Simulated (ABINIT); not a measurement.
# CdS (Hawleyite): G0W0 with ABINIT, start to end, part 2 of 3

How does a plane-wave GW calculation on CdS (Hawleyite) run from the first input to the gap?

ABINIT 10.8.3; PBE and many-body steps on it, plane waves. Known limits of the many-body steps: short of the basis limit; no spin-orbit coupling; coarse k mesh.

So far. Step 2 (Ground state): The gap is direct, at Γ.

### 3. Bands along the symmetry lines

Level of this step: DFT, PBE, plane waves, norm-conserving pseudopotentials (ABINIT).

Levels along a band path, at the cheap level, show where the edges lie and whether the meshes to come will hold them.

run.abi

```
acell 3*1.0 Angstrom
rprim 
  -0.000000000000 2.916500000000 2.916500000000
  2.916500000000 -0.000000000000 2.916500000000
  2.916500000000 2.916500000000 -0.000000000000
ntypat 2
znucl 48 16
natom 2
typat 1 2
xred 
  0.000000000000 0.000000000000 0.000000000000
  0.250000000000 0.250000000000 0.250000000000
pp_dirpath "pseudos"
pseudos "Cd.upf, S.upf"
ecut 47
iscf -2
irdden 1
kptopt 0
nkpt 50
kpt 
  0.00000000 0.00000000 0.00000000
  -0.06250000 -0.06250000 0.00000000
  -0.12500000 -0.12500000 0.00000000
  -0.18750000 -0.18750000 0.00000000
  -0.25000000 -0.25000000 0.00000000
  -0.31250000 -0.31250000 0.00000000
  -0.37500000 -0.37500000 0.00000000
  -0.43750000 -0.43750000 0.00000000
  -0.50000000 -0.50000000 0.00000000
  -0.48437500 -0.48437500 0.03125000
  -0.46875000 -0.46875000 0.06250000
  -0.45312500 -0.45312500 0.09375000
  -0.43750000 -0.43750000 0.12500000
  -0.42187500 -0.42187500 0.15625000
  -0.40625000 -0.40625000 0.18750000
  -0.39062500 -0.39062500 0.21875000
  -0.37500000 -0.37500000 0.25000000
  -0.37500000 0.00000000 0.37500000
  -0.32812500 0.00000000 0.32812500
  -0.28125000 0.00000000 0.28125000
  -0.23437500 0.00000000 0.23437500
  -0.18750000 0.00000000 0.18750000
  -0.14062500 0.00000000 0.14062500
  -0.09375000 0.00000000 0.09375000
  -0.04687500 0.00000000 0.04687500
  0.00000000 0.00000000 0.00000000
  0.00000000 0.00000000 0.06250000
  0.00000000 0.00000000 0.12500000
  0.00000000 0.00000000 0.18750000
  0.00000000 0.00000000 0.25000000
  0.00000000 0.00000000 0.31250000
  0.00000000 0.00000000 0.37500000
  0.00000000 0.00000000 0.43750000
  0.00000000 0.00000000 0.50000000
  -0.06250000 -0.03125000 0.46875000
  -0.12500000 -0.06250000 0.43750000
  -0.18750000 -0.09375000 0.40625000
  -0.25000000 -0.12500000 0.37500000
  -0.31250000 -0.15625000 0.34375000
  -0.37500000 -0.18750000 0.31250000
  -0.43750000 -0.21875000 0.28125000
  -0.50000000 -0.25000000 0.25000000
  -0.50000000 -0.28125000 0.21875000
  -0.50000000 -0.31250000 0.18750000
  -0.50000000 -0.34375000 0.15625000
  -0.50000000 -0.37500000 0.12500000
  -0.50000000 -0.40625000 0.09375000
  -0.50000000 -0.43750000 0.06250000
  -0.50000000 -0.46875000 0.03125000
  -0.50000000 -0.50000000 0.00000000
istwfk *1
nband 20
nbdbuf 2
tolwfr 1e-08
nstep 40
prtwf 0
prtvol 0
indata_prefix "in"
outdata_prefix "out"
tmpdata_prefix "tmp"
```

Command:

```sh
$ OMP_NUM_THREADS=1 mpirun -n 8 abinit run.abi > log
```

Output:

```text
.Version 10.8.3 of ABINIT. v10.8.2 released Aug 2026.

 Symmetries : space group F-4 3 m (#216); Bravais cF (face-center cubic)
[... echo of the input left out ...]
== DATASET  1 ==================================================================
-   mpi_nproc: 8, omp_nthreads: 1 (-1 if OMP is not activated)

--- !DatasetInfo
iteration_state: {dtset: 1, }
dimensions: {natom: 2, nkpt: 50, mband: 20, nsppol: 1, nspinor: 1, nspden: 1, mpw: 5180, }
cutoff_energies: {ecut:  47.0, pawecutdg:  -1.0, }
electrons: {nelect:   2.60000000E+01, charge:   0.00000000E+00, occopt:   1.00000000E+00, tsmear:   1.00000000E-02, }

 Real(R)+Recip(G) space primitive vectors, cartesian coordinates (Bohr,Bohr^-1):
 R(1)=  0.0000000  5.5113862  5.5113862  G(1)= -0.0907213  0.0907213  0.0907213
 R(2)=  5.5113862  0.0000000  5.5113862  G(2)=  0.0907213 -0.0907213  0.0907213
 R(3)=  5.5113862  5.5113862  0.0000000  G(3)=  0.0907213  0.0907213 -0.0907213
 Unit cell volume ucvol=  3.3482088E+02 bohr^3
 Angles (23,13,12)=  6.00000000E+01  6.00000000E+01  6.00000000E+01 degrees

 getcut: wavevector=  0.0000  0.0000  0.0000  ngfft=  50  50  50
         ecut(hartree)=     47.000   => boxcut(ratio)=   2.07948

--- Pseudopotential description ------------------------------------------------
- Cd Generated using ONCVPSP code by D. R. Hamann
- 48.00000  20.00000  171031                  znucl, zion, pspdat
12 -101130 2 -1 1368                          pspcod,pspxc,lmax,lloc,mmax
     nproj     2     2     2
  pspatm : epsatm=   23.16453630
         --- l  ekb(1:nproj) -->
             0   51.917189    3.534234
             1    8.636196    1.282240
             2    0.687672   -0.678465
 pspatm: atomic psp has been read  and splines computed

- S Generated using ONCVPSP code by D. R. Hamann
- 16.00000   6.00000  171031                  znucl, zion, pspdat
12 -101130 2 -1 1146                          pspcod,pspxc,lmax,lloc,mmax
     nproj     2     2     2
  pspatm : epsatm=    9.01821529
         --- l  ekb(1:nproj) -->
[...]
pspatm: atomic psp has been read  and splines computed

--------------------------------------------------------------------------------

================================================================================
 prteigrs : about to open file out_EIG
 Non-SCF case, kpt    1 (  0.00000  0.00000  0.00000), residuals and eigenvalues=
  2.71E-09  8.13E-10  6.41E-09  9.42E-09  9.50E-09  1.53E-09  2.58E-09  6.69E-09
  1.68E-09  7.04E-09  1.61E-09  3.16E-09  8.68E-09  4.34E-09  2.24E-09  2.33E-09
  3.32E-09  9.32E-09  1.44E-08  6.84E-09
 -3.5644E+00 -2.1335E+00 -2.1335E+00 -2.1335E+00 -2.9393E-01 -1.2336E-01
 -1.2336E-01 -1.2336E-01 -1.0576E-01 -1.0576E-01  1.6045E-01  1.6045E-01
  1.6045E-01  2.0252E-01  4.0047E-01  4.0047E-01  4.0047E-01  5.7871E-01
  5.7871E-01  5.8125E-01
 Non-SCF case, kpt    2 ( -0.06250 -0.06250  0.00000), residuals and eigenvalues=
[...]
8.63E-09  9.21E-09  5.08E-07  7.14E-09
[...]
5.7949E-01  5.9359E-01
 Non-SCF case, kpt    3 ( -0.12500 -0.12500  0.00000), residuals and eigenvalues=
[...]
9.82E-09  5.91E-09  7.00E-07  2.45E-05
[...]
5.8178E-01  6.2573E-01
[...]
Non-SCF case, kpt   49 ( -0.50000 -0.46875  0.03125), residuals and eigenvalues=
[...]
6.0945E-01  6.4764E-01
 Non-SCF case, kpt   50 ( -0.50000 -0.50000  0.00000), residuals and eigenvalues=
[...]
-1.1053E-01 -1.1053E-01 -1.0256E-01 -8.9412E-02  1.5419E-02  9.1543E-02
  9.1543E-02  2.9122E-01  3.2049E-01  4.9848E-01  5.5635E-01  5.5635E-01
  6.0497E-01  6.4777E-01

--- !ResultsGS
iteration_state: {dtset: 1, }
comment   : Summary of ground state results
lattice_vectors:
- [ -0.0000000,   5.5113862,   5.5113862, ]
- [  5.5113862,  -0.0000000,   5.5113862, ]
- [  5.5113862,   5.5113862,  -0.0000000, ]
lattice_lengths: [   7.79428,    7.79428,    7.79428, ]
lattice_angles: [ 60.000,  60.000,  60.000, ] # degrees, (23, 13, 12)
lattice_volume:   3.3482088E+02
convergence: {deltae:  0.000E+00, res2:  0.000E+00, residm:  9.999E-09, diffor:  0.000E+00, }
etotal    :  -1.86417562E+02
entropy   :   0.00000000E+00
fermie    :   1.60449132E-01
cartesian_stress_tensor: null
pressure_GPa: null
xred      :
- [  0.0000E+00,   0.0000E+00,   0.0000E+00, Cd]
- [  2.5000E-01,   2.5000E-01,   2.5000E-01,  S]
cartesian_forces: null
force_length_stats: {min: null, max: null, mean: null, }

 Integrated electronic density in atomic spheres:
 ------------------------------------------------
 Atom  Sphere_radius  Integrated_density
[...]
================================================================================

 ----iterations are completed or convergence reached----

 Mean square residual over all n,k,spin=   49.830E-10; max=  99.989E-10
 reduced coordinates (array xred) for    2 atoms
       0.000000      0.000000      0.000000
       0.250000      0.250000      0.250000

 cartesian coordinates (angstrom) at end:
[...]
length scales=  1.889726  1.889726  1.889726 bohr
              =  1.000000  1.000000  1.000000 angstroms
 prteigrs : about to open file out_EIG
 Eigenvalues (hartree) for nkpt=  50  k points:
 kpt#   1, nband= 20, wtk=  1.00000, kpt=  0.0000  0.0000  0.0000 (reduced coord)
[...]
kpt#   2, nband= 20, wtk=  1.00000, kpt= -0.0625 -0.0625  0.0000 (reduced coord)
[...]
kpt#   3, nband= 20, wtk=  1.00000, kpt= -0.1250 -0.1250  0.0000 (reduced coord)
[...]
kpt#  49, nband= 20, wtk=  1.00000, kpt= -0.5000 -0.4687  0.0313 (reduced coord)
[...]
0.54874    0.55682    0.60945    0.64764
 kpt#  50, nband= 20, wtk=  1.00000, kpt= -0.5000 -0.5000  0.0000 (reduced coord)
  -3.56438   -2.13353   -2.13352   -2.13352   -0.27338   -0.11552   -0.11053   -0.11053
  -0.10256   -0.08941    0.01542    0.09154    0.09154    0.29122    0.32049    0.49848
   0.55635    0.55635    0.60497    0.64777

== END DATASET(S) ==============================================================
================================================================================

 -outvars: echo values of variables after computation  --------
            nband          20
             nkpt          50
          spgroup         216
 [... the other variables as echoed above ...]

 Calculation completed.
```

Elapsed: 14 s, on 8 MPI ranks of INTEL XEON PLATINUM 8581C at 2.10GHz (Emerald Rapids), shared host; peak memory 0.66 GiB.

Read from the output:

- gap: 1.145 eV
- k of the valence top: 0, 0, 0
- k of the conduction bottom: 0, 0, 0
- least direct gap: 1.145 eV

The gap is 1.145 eV, as in the run before at this level.

Electronic bands along the path, in eV, zero at the top of the highest filled band:

| point | band 10 | band 11 | band 12 | band 13 | band 14 | band 15 | band 16 | band 17 |
| --- | --- | --- | --- | --- | --- | --- | --- | --- |
| Γ | -7.24 | 0.00 | 0.00 | 0.00 | 1.14 | 6.53 | 6.53 | 6.53 |
| halfway | -7.20 | -2.31 | -1.02 | -1.02 | 3.59 | 4.82 | 8.12 | 8.12 |
| X | -6.80 | -3.95 | -1.88 | -1.88 | 3.56 | 4.35 | 9.20 | 10.77 |
| halfway | -6.74 | -3.94 | -2.15 | -1.78 | 3.85 | 4.66 | 8.94 | 10.01 |
| U | -6.67 | -3.93 | -2.53 | -1.52 | 4.24 | 5.45 | 8.48 | 9.01 |
| jump to K | -6.67 | -3.93 | -2.53 | -1.52 | 4.24 | 5.45 | 8.48 | 9.01 |
| halfway | -7.19 | -2.75 | -1.36 | -0.42 | 3.61 | 6.10 | 6.75 | 7.27 |
| Γ | -7.24 | 0.00 | 0.00 | 0.00 | 1.14 | 6.53 | 6.53 | 6.53 |
| halfway | -7.24 | -2.49 | -0.40 | -0.40 | 2.78 | 6.28 | 7.03 | 7.03 |
| L | -6.86 | -4.39 | -0.75 | -0.75 | 3.01 | 7.00 | 7.00 | 7.46 |
| halfway | -6.75 | -4.11 | -1.93 | -1.22 | 4.38 | 5.81 | 7.21 | 8.35 |
| W | -6.61 | -3.89 | -2.26 | -2.18 | 5.42 | 5.43 | 7.23 | 8.04 |
| halfway | -6.70 | -3.92 | -2.08 | -2.03 | 4.26 | 4.83 | 8.67 | 8.94 |
| X | -6.80 | -3.95 | -1.88 | -1.88 | 3.56 | 4.35 | 9.20 | 10.77 |

### 4. Empty states on the mesh, 4×4×4 mesh, 101 bands

The sums over transitions need many empty states on a uniform mesh; this step solves for them.

run.abi

```
acell 3*1.0 Angstrom
rprim 
  -0.000000000000 2.916500000000 2.916500000000
  2.916500000000 -0.000000000000 2.916500000000
  2.916500000000 2.916500000000 -0.000000000000
ntypat 2
znucl 48 16
natom 2
typat 1 2
xred 
  0.000000000000 0.000000000000 0.000000000000
  0.250000000000 0.250000000000 0.250000000000
pp_dirpath "pseudos"
pseudos "Cd.upf, S.upf"
ecut 47
ngkpt 4 4 4
nshiftk 1
shiftk 0 0 0
kptopt 1
chksymbreak 0
iscf -2
irdden 1
istwfk *1
nband 101
nbdbuf 8
tolwfr 1e-09
nstep 60
prtvol 0
indata_prefix "in"
outdata_prefix "out"
tmpdata_prefix "tmp"
```

Output:

```text
.Version 10.8.3 of ABINIT. v10.8.2 released Aug 2026.

 Symmetries : space group F-4 3 m (#216); Bravais cF (face-center cubic)
[... echo of the input left out ...]
== DATASET  1 ==================================================================
-   mpi_nproc: 8, omp_nthreads: 1 (-1 if OMP is not activated)

--- !DatasetInfo
iteration_state: {dtset: 1, }
dimensions: {natom: 2, nkpt: 8, mband: 101, nsppol: 1, nspinor: 1, nspden: 1, mpw: 5180, }
cutoff_energies: {ecut:  47.0, pawecutdg:  -1.0, }
electrons: {nelect:   2.60000000E+01, charge:   0.00000000E+00, occopt:   1.00000000E+00, tsmear:   1.00000000E-02, }

 Real(R)+Recip(G) space primitive vectors, cartesian coordinates (Bohr,Bohr^-1):
 R(1)=  0.0000000  5.5113862  5.5113862  G(1)= -0.0907213  0.0907213  0.0907213
 R(2)=  5.5113862  0.0000000  5.5113862  G(2)=  0.0907213 -0.0907213  0.0907213
 R(3)=  5.5113862  5.5113862  0.0000000  G(3)=  0.0907213  0.0907213 -0.0907213
 Unit cell volume ucvol=  3.3482088E+02 bohr^3
 Angles (23,13,12)=  6.00000000E+01  6.00000000E+01  6.00000000E+01 degrees

 getcut: wavevector=  0.0000  0.0000  0.0000  ngfft=  50  50  50
         ecut(hartree)=     47.000   => boxcut(ratio)=   2.07948

--- Pseudopotential description ------------------------------------------------
- Cd Generated using ONCVPSP code by D. R. Hamann
- 48.00000  20.00000  171031                  znucl, zion, pspdat
12 -101130 2 -1 1368                          pspcod,pspxc,lmax,lloc,mmax
     nproj     2     2     2
  pspatm : epsatm=   23.16453630
         --- l  ekb(1:nproj) -->
             0   51.917189    3.534234
             1    8.636196    1.282240
             2    0.687672   -0.678465
 pspatm: atomic psp has been read  and splines computed

- S Generated using ONCVPSP code by D. R. Hamann
- 16.00000   6.00000  171031                  znucl, zion, pspdat
12 -101130 2 -1 1146                          pspcod,pspxc,lmax,lloc,mmax
     nproj     2     2     2
  pspatm : epsatm=    9.01821529
         --- l  ekb(1:nproj) -->
[...]
pspatm: atomic psp has been read  and splines computed

--------------------------------------------------------------------------------

================================================================================
 prteigrs : about to open file out_EIG
 Non-SCF case, kpt    1 (  0.00000  0.00000  0.00000), residuals and eigenvalues=
  7.91E-10  2.81E-10  8.30E-10  5.42E-10  1.25E-10  1.83E-10  2.82E-10  8.88E-10
  2.68E-10  4.37E-10  1.26E-10  4.03E-10  2.92E-10  6.59E-10  1.40E-10  6.82E-10
  8.43E-10  1.00E-10  2.14E-10  1.73E-10  1.35E-10  2.38E-10  7.63E-10  7.23E-10
[...]
3.05E-04  1.24E-04  1.20E-04  5.92E-05  1.53E-04
 -3.5644E+00 -2.1335E+00 -2.1335E+00 -2.1335E+00 -2.9393E-01 -1.2336E-01
 -1.2336E-01 -1.2336E-01 -1.0576E-01 -1.0576E-01  1.6045E-01  1.6045E-01
  1.6045E-01  2.0252E-01  4.0047E-01  4.0047E-01  4.0047E-01  5.7871E-01
[...]
2.7451E+00  2.7451E+00  2.8131E+00  2.8131E+00  2.8131E+00  2.8699E+00
  2.8699E+00  2.8699E+00  2.9054E+00  2.9054E+00  3.0716E+00  3.0721E+00
  3.0746E+00  3.0862E+00  3.0868E+00  3.0888E+00  3.0892E+00
 prteigrs : prtvol=0 or 1, do not print more k-points.

--- !ResultsGS
iteration_state: {dtset: 1, }
comment   : Summary of ground state results
lattice_vectors:
- [ -0.0000000,   5.5113862,   5.5113862, ]
- [  5.5113862,  -0.0000000,   5.5113862, ]
- [  5.5113862,   5.5113862,  -0.0000000, ]
lattice_lengths: [   7.79428,    7.79428,    7.79428, ]
lattice_angles: [ 60.000,  60.000,  60.000, ] # degrees, (23, 13, 12)
lattice_volume:   3.3482088E+02
convergence: {deltae:  0.000E+00, res2:  0.000E+00, residm:  9.954E-10, diffor:  0.000E+00, }
etotal    :  -1.86417562E+02
entropy   :   0.00000000E+00
fermie    :   1.60449132E-01
cartesian_stress_tensor: null
pressure_GPa: null
xred      :
- [  0.0000E+00,   0.0000E+00,   0.0000E+00, Cd]
- [  2.5000E-01,   2.5000E-01,   2.5000E-01,  S]
cartesian_forces: null
force_length_stats: {min: null, max: null, mean: null, }

 Integrated electronic density in atomic spheres:
 ------------------------------------------------
 Atom  Sphere_radius  Integrated_density
[...]
================================================================================

 ----iterations are completed or convergence reached----

 Mean square residual over all n,k,spin=   41.103E-11; max=  99.541E-11
 reduced coordinates (array xred) for    2 atoms
       0.000000      0.000000      0.000000
       0.250000      0.250000      0.250000

 cartesian coordinates (angstrom) at end:
    1      0.000000     0.000000     0.000000
    2      1.458250     1.458250     1.458250
 length scales=  1.889726  1.889726  1.889726 bohr
              =  1.000000  1.000000  1.000000 angstroms
 prteigrs : about to open file out_EIG
 Eigenvalues (hartree) for nkpt=   8  k points:
 kpt#   1, nband=101, wtk=  0.01563, kpt=  0.0000  0.0000  0.0000 (reduced coord)
[...]
2.70289    2.71635    2.71635    2.71635    2.74511    2.74511    2.81310    2.81310
   2.81310    2.86990    2.86990    2.86990    2.90539    2.90539    3.07161    3.07212
   3.07455    3.08616    3.08677    3.08878    3.08921
 prteigrs : prtvol=0 or 1, do not print more k-points.

== END DATASET(S) ==============================================================
================================================================================

 -outvars: echo values of variables after computation  --------
            nband         101
             nkpt           8
          spgroup         216
 [... the other variables as echoed above ...]

 Calculation completed.
```

The job ended after 18 s (8 MPI ranks; peak memory 0.71 GiB).

Read from the output:

```
gap                                                           : 1.145 eV
k of the valence top                                          : 0, 0, 0
k of the conduction bottom                                    : 0, 0, 0
least direct gap                                              : 1.145 eV
k points computed                                             : 8
lowest point of the top converged band, above the valence top : 71.3836 eV
```

On this mesh the gap is 1.145 eV.

### 5. Screening, 4×4×4 mesh, 93 bands, screening to 136.1 eV

The RPA dielectric matrix is built and inverted for each q.

This step: RPA screening on PBE, plane waves, norm-conserving pseudopotentials.

run.abi: that of step 4 with these lines changed.

```diff
@@ -20,10 +20,11 @@
 chksymbreak 0
-iscf -2
-irdden 1
 istwfk *1
-nband 101
-nbdbuf 8
-tolwfr 1e-09
-nstep 60
-prtvol 0
+occopt 1
+irdwfk 1
+optdriver 3
+nband 93
+ecuteps 5
+inclvkb 2
+awtr 1
+symchi 1
 indata_prefix "in"
```

Output:

```text
.Version 10.8.3 of ABINIT. v10.8.2 released Aug 2026.

 Symmetries : space group F-4 3 m (#216); Bravais cF (face-center cubic)
[... echo of the input left out ...]
== DATASET  1 ==================================================================
-   mpi_nproc: 8, omp_nthreads: 1 (-1 if OMP is not activated)

--- !DatasetInfo
iteration_state: {dtset: 1, }
dimensions: {natom: 2, nkpt: 8, mband: 93, nsppol: 1, nspinor: 1, nspden: 1, mpw: 5180, }
cutoff_energies: {ecut:  47.0, pawecutdg:  -1.0, }
electrons: {nelect:   2.60000000E+01, charge:   0.00000000E+00, occopt:   1.00000000E+00, tsmear:   1.00000000E-02, }

 SCREENING: Calculation of the susceptibility and dielectric matrices

 Based on a program developped by R.W. Godby, V. Olevano, G. Onida, and L. Reining.
 Incorporated in ABINIT by V. Olevano, G.-M. Rignanese, and M. Torrent.
.Using double precision arithmetic ; gwpc =  8

[... cell and pseudopotentials left out ...]
--------------------------------------------------------------------------------

 ==== K-mesh for the wavefunctions ====
 Number of points in the irreducible wedge :     8
[... list of points left out ...]
 Together with 24 symmetry operations and time-reversal symmetry
 yields    64 points in the full Brillouin Zone.

 ==== Q-mesh for the screening function ====
 Number of points in the irreducible wedge :     8
[... list of points left out ...]
 Together with 24 symmetry operations and time-reversal symmetry
 yields    64 points in the full Brillouin Zone.

 setmesh: FFT mesh size selected  =    32x   32x   32
          total number of points  =        32768

 vcoul_init : cutoff-mode = AUXILIARY_FUNCTION
 q-points for optical limit:   1
     1)      0.000010    0.000020    0.000030

- screening: taking advantage of time-reversal symmetry
- Maximum band index for partially occupied states nbvw = 13
- Remaining bands to be divided among processors   nbcw = 80
- Number of bands treated by each node ~10

 Number of electrons calculated from density =   26.0000; Expected =   26.0000
 average of density, n =  0.077653
 r_s =    1.4541
 omega_plasma =   26.8804 [eV]

 calculating chi0 at frequencies [eV] :
  1    0.000000E+00    0.000000E+00
  2    0.000000E+00    2.688042E+01

--------------------------------------------------------------------------------
  q-point number  1        q = ( 0.000000, 0.000000, 0.000000) [r.l.u.]
--------------------------------------------------------------------------------
[... chi0 elements left out ...]
 For q-point:  0.000010 0.000020 0.000030
  dielectric constant =  11.0725
  dielectric constant without local fields =  11.7725

  Average fulfillment of the sum rule on Im[epsilon] for q-point    1 :     59.28  [%]
[... wings left out ...]
  q-point number  2        q = ( 0.250000, 0.000000, 0.000000) [r.l.u.]
--------------------------------------------------------------------------------
[... chi0 elements left out ...]
  Average fulfillment of the sum rule on Im[epsilon] for q-point    2 :     72.51  [%]

 [... 6 further q-points ...]
```

Elapsed: 14 s, on 8 MPI ranks; peak memory 1.6 GiB.

This step gave:

```
ε∞ with local fields, on this mesh    : 11.07
ε∞ without local fields, on this mesh : 11.77
plasma frequency                      : 26.88 eV
plane waves in the screening matrix   : 169
```

Local fields lower ε∞ by 6 %. On a Γ-centred mesh this coarse the value itself is usually too large, while a short band sum pulls it down.

(Part 2 of 3 ends here.)

[Long decimals in the printed logs are rounded to 6 places.]

[Logs are printed without paths, hosts, clocks, repeated set-up lines and the standing remarks that a program may print on its own settings, such as how far it seeks lower states.]

[Paths, hosts, dates, memory and timing lines, banners, echoed tables and standing remarks are left out of the program output; an Ansatz launch command may be rebuilt from the run's recorded settings. Measured values are a selection of at most five: reports struck by readers or far from the other reports are left out. None is set beside runs whose start may be inverted or whose files or cutoffs have a known fault.]

[Runs of the session that timed out or met a known fault of the program may be left out.]

[Hosts, paths, dates, database ids (printed as entryN), source tags and the programs' standing remarks are cut or masked in the printed files.]

[G0W0 gaps are taken among the corrected bands and points alone; a level outside them can change the order at an edge.]

[Where Ansatz stands beside ABINIT at settings called matched, ABINIT's density can come from a denser mesh and the files from another edition; pairs whose starting gaps differed by over 0.03 eV were left out, so agreement reads better than it is.]
